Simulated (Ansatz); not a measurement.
# Decaying states in the gap of YScIn2O6, part 2 of 2

Wanted: the relaxed cell of YScIn2O6, its band edges and its decay constants. It is built by putting In for B in the YScB2O6 structure of space group R-3, with the volume rescaled by atomic radii. The parent structure comes from the Materials Project.

Ansatz 0.2.0; r2SCAN DFT, plane waves, PAW files (the session's first sound run).

So far, gap on path (eV): step 3 (the bulk crystal and its band edges, r2SCAN) 3.37; step 5 (PBEsol, cutoff 420 eV) 2.77.

The structure was built from a prototype and need not be the compound's stable phase.

**7. The same cell, other settings**

This step: r2SCAN DFT, plane waves, PAW files; complex bands by layer matching along the plane's normal; changed: output.transmission.e_range = [0, 2], output.transmission.de = 0.1 (Ansatz 0.2.0).

This run repeats an earlier one, its twin (the complex run, plane (001)), with two settings changed (output.transmission.e_range, output.transmission.de; files written aside). It is meant to test what the energy window and step decide. Where the input is shown as a difference, that is against the step before, not the twin.

Contents of input.yaml:

```yaml
crystal:
  lattice:
    - [5.508349296, 0.0, 0.0]
    - [2.754174648, 4.770370423, 0.0]
    - [2.754174648, -1.590123474, 5.304126562]
  atoms:
    - { symbol: "Y", position: [0.0, 0.5, 0.5] }
    - { symbol: Sc, position: [0.0, 0.0, 0.0] }
    - { symbol: In, position: [0.6056302616, 0.6971848692, 0.0915546076] }
    - { symbol: In, position: [0.3943697384, 0.3028151308, 0.9084453924] }
    - { symbol: O, position: [0.8989673392, 0.379991198, 0.2099392249] }
    - { symbol: O, position: [0.1700519731, 0.7210414628, 0.2099392249] }
    - { symbol: O, position: [0.5111022379, 0.1089065641, 0.2099392249] }
    - { symbol: O, position: [0.8299480269, 0.2789585372, 0.7900607751] }
    - { symbol: O, position: [0.4888977621, 0.8910934359, 0.7900607751] }
    - { symbol: O, position: [0.1010326608, 0.620008802, 0.7900607751] }
kpoints:
  mp_grid: { grid: [6, 6, 6] }
scf:
  occupations: { method: fixed }
hamiltonian:
  xc: r2scan
output:
  eigenvalues: true
  transmission:
    leads: [[0, 0]]
    kpoints: [[0.0, 0.0], [-0.3177, -0.2135], [0.5, 0.0]]
    e_range: [0, 2]
    de: 0.1
```

On the command line:

```sh
$ ansatz run input.yaml --threads 2 --pin off --max-ram 4096MiB --backend cpu --events-out ev --progress --plain --runs-dir out
```

It took 46 s on 2 threads of Intel Xeon Platinum 8259CL at 2.50GHz (Skylake/Cascade Lake), shared host; peak memory 1.3 GiB.

This step gave:

```
free energy                                               : -20647.4555 eV
Fermi energy                                              : 7.117 eV
gap on the k-mesh                                         : 3.391 eV
level to which the leads are filled                       : 1.695 eV from the Fermi level
decay constant at the filling level, zone centre          : 0.3230 Å⁻¹
decay constant at the filling level, slowest listed point : 0.323 Å⁻¹
```

K parallel (0, 0); values up to 1.5 1/Å, a degenerate pair printed once or twice; energies at which all values exceed this have no row. The Im kz of the slowest decaying states by energy, zero at the highest filled level on the SCF mesh:

| energy (eV) | decay 1 (Å⁻¹) | decay 2 (Å⁻¹) | decay 3 (Å⁻¹) | decay 4 (Å⁻¹) |
| --- | --- | --- | --- | --- |
| 0.000 | 0.136 | 0.225 | 0.256 | 0.534 |
| 0.100 | 0.172 | 0.265 | 0.382 | 0.548 |
| 0.200 | 0.200 | 0.297 | 0.454 | 0.561 |
| 0.300 | 0.222 | 0.323 | 0.507 | 0.574 |
| 0.400 | 0.241 | 0.347 | 0.549 | 0.585 |
| 0.500 | 0.257 | 0.367 | 0.585 | 0.596 |
| 0.600 | 0.270 | 0.385 | 0.606 | 0.615 |
| 0.700 | 0.281 | 0.401 | 0.616 | 0.642 |
| 0.800 | 0.291 | 0.416 | 0.625 | 0.665 |
| 0.900 | 0.299 | 0.429 | 0.634 | 0.687 |
| 1.000 | 0.306 | 0.441 | 0.643 | 0.707 |
| 1.100 | 0.312 | 0.452 | 0.651 | 0.725 |
| 1.200 | 0.316 | 0.462 | 0.659 | 0.741 |
| 1.300 | 0.320 | 0.472 | 0.666 | 0.757 |
| 1.400 | 0.322 | 0.480 | 0.674 | 0.771 |
| 1.500 | 0.323 | 0.488 | 0.681 | 0.785 |
| 1.600 | 0.324 | 0.495 | 0.688 | 0.798 |
| 1.700 | 0.323 | 0.501 | 0.694 | 0.810 |
| 1.800 | 0.321 | 0.507 | 0.701 | 0.821 |
| 1.900 | 0.319 | 0.512 | 0.707 | 0.832 |
| 2.000 | 0.315 | 0.517 | 0.713 | 0.842 |

K parallel (-0.3177, -0.2135); values up to 1.5 1/Å, a degenerate pair printed once or twice; energies at which all values exceed this have no row. The Im kz of the slowest decaying states by energy, zero at the highest filled level on the SCF mesh:

| energy (eV) | decay 1 (Å⁻¹) | decay 2 (Å⁻¹) | decay 3 (Å⁻¹) | decay 4 (Å⁻¹) |
| --- | --- | --- | --- | --- |
| 0.000 | 0.220 | 0.247 | 0.252 | 0.341 |
| 0.100 | 0.234 | 0.257 | 0.292 | 0.322 |
| 0.200 | 0.289 | 0.306 | 0.334 | 0.380 |
| 0.300 | 0.314 | 0.350 | 0.370 | 0.424 |
| 0.400 | 0.335 | 0.382 | 0.400 | 0.443 |
| 0.500 | 0.353 | 0.409 | 0.425 | 0.460 |
| 0.600 | 0.368 | 0.431 | 0.448 | 0.474 |
| 0.700 | 0.382 | 0.450 | 0.468 | 0.486 |
| 0.800 | 0.395 | 0.466 | 0.486 | 0.497 |
| 0.900 | 0.406 | 0.481 | 0.503 | 0.507 |
| 1.000 | 0.415 | 0.494 | 0.515 | 0.519 |
| 1.100 | 0.424 | 0.505 | 0.521 | 0.533 |
| 1.200 | 0.432 | 0.515 | 0.527 | 0.547 |
| 1.300 | 0.439 | 0.524 | 0.531 | 0.561 |
| 1.400 | 0.446 | 0.532 | 0.534 | 0.574 |
| 1.500 | 0.451 | 0.537 | 0.539 | 0.586 |
| 1.600 | 0.456 | 0.540 | 0.546 | 0.597 |
| 1.700 | 0.460 | 0.542 | 0.551 | 0.607 |
| 1.800 | 0.464 | 0.544 | 0.555 | 0.616 |
| 1.900 | 0.467 | 0.545 | 0.559 | 0.625 |
| 2.000 | 0.470 | 0.547 | 0.562 | 0.633 |

K parallel (0.5, 0); values up to 1.5 1/Å, a degenerate pair printed once or twice; energies at which all values exceed this have no row. Table of Im kz of the slowest decaying states by energy, zero at the highest filled level on the SCF mesh:

| energy (eV) | decay 1 (Å⁻¹) | decay 2 (Å⁻¹) | decay 3 (Å⁻¹) | decay 4 (Å⁻¹) |
| --- | --- | --- | --- | --- |
| 0.000 | 0.222 | 0.241 | 0.304 | 0.400 |
| 0.100 | 0.265 | 0.276 | 0.361 | 0.426 |
| 0.200 | 0.298 | 0.304 | 0.402 | 0.448 |
| 0.300 | 0.326 | 0.328 | 0.436 | 0.468 |
| 0.400 | 0.348 | 0.349 | 0.464 | 0.486 |
| 0.500 | 0.367 | 0.369 | 0.489 | 0.502 |
| 0.600 | 0.383 | 0.386 | 0.510 | 0.516 |
| 0.700 | 0.398 | 0.401 | 0.529 | 0.530 |
| 0.800 | 0.411 | 0.415 | 0.541 | 0.547 |
| 0.900 | 0.423 | 0.427 | 0.552 | 0.563 |
| 1.000 | 0.434 | 0.438 | 0.562 | 0.577 |
| 1.100 | 0.444 | 0.447 | 0.571 | 0.591 |
| 1.200 | 0.454 | 0.456 | 0.580 | 0.603 |
| 1.300 | 0.462 | 0.464 | 0.587 | 0.614 |
| 1.400 | 0.470 | 0.471 | 0.594 | 0.624 |
| 1.500 | 0.477 | 0.477 | 0.600 | 0.633 |
| 1.600 | 0.483 | 0.484 | 0.606 | 0.642 |
| 1.700 | 0.487 | 0.490 | 0.611 | 0.649 |
| 1.800 | 0.492 | 0.495 | 0.615 | 0.656 |
| 1.900 | 0.495 | 0.500 | 0.619 | 0.663 |
| 2.000 | 0.499 | 0.505 | 0.623 | 0.668 |

The least decay constant is 0.323 Å⁻¹ against 0.323 Å⁻¹ in the twin: no change within 1 %, at 0.50 times the CPU time.

**8. Outcome**

* band gap: 3.37 eV
* least decay constant at mid-gap, normal to (001): 0.323 Å⁻¹
* least decay constant, PBEsol: 0.286 Å⁻¹

**Reading.** With r2SCAN, the slowest decay at the wavevectors tried is κ = 0.323 Å⁻¹, normal to (001). Through such a film the transmission near mid-gap falls as exp(−2κd), a factor of ten every 3.6 Å. A free electron under a barrier of half the gap would need a mass of 0.24 mₑ to decay at this rate. With PBEsol the gap goes from 3.37 to 2.77 eV and the decay constant, over the first 2 listed wavevectors (which shift with the band edges), from 0.323 to 0.286 Å⁻¹. The compound is made up by substitution; its stability against other phases and against distortions of the cell's symmetry was not tested. r2SCAN still narrows gaps, if less than LDA and GGA do, so real decay constants are likely larger.

[Logs are printed without paths, hosts, clocks, repeated set-up lines and the standing remarks that a program may print on its own settings, such as how far it seeks lower states.]

[Hosts, paths, dates, database ids (printed as entryN), source tags and the programs' standing remarks are cut or masked in the printed files.]
